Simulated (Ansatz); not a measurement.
# Work function of bcc W face by face (PBEsol, PAW set soft_1)

Does the work function of W follow how densely a face is packed?

All values are computed: Ansatz 0.2.0, PBEsol, plane waves, PAW set soft_1, scalar-relativistic unless marked; slabs or sheets with vacuum, the vacuum level from the planar mean of the electrostatic potential.

| face | atoms in the slab | top-layer atoms per Å² | work function (eV) |
| --- | --- | --- | --- |
| (100) | 8 | 0.100 | 4.20 |
| (110) | 6 | 0.141 | 4.89 |

The densest face listed is +0.69 eV against the most open one. That fits Smoluchowski's order: on an open face electrons flow from the ridges into the troughs, which leaves a dipole with its positive end outwards and lowers the barrier.

The slabs are 1×1 cuts on the parent's lattice, 10.7 to 11.0 Å between the outer relaxed layers. Two faces can't establish a trend.
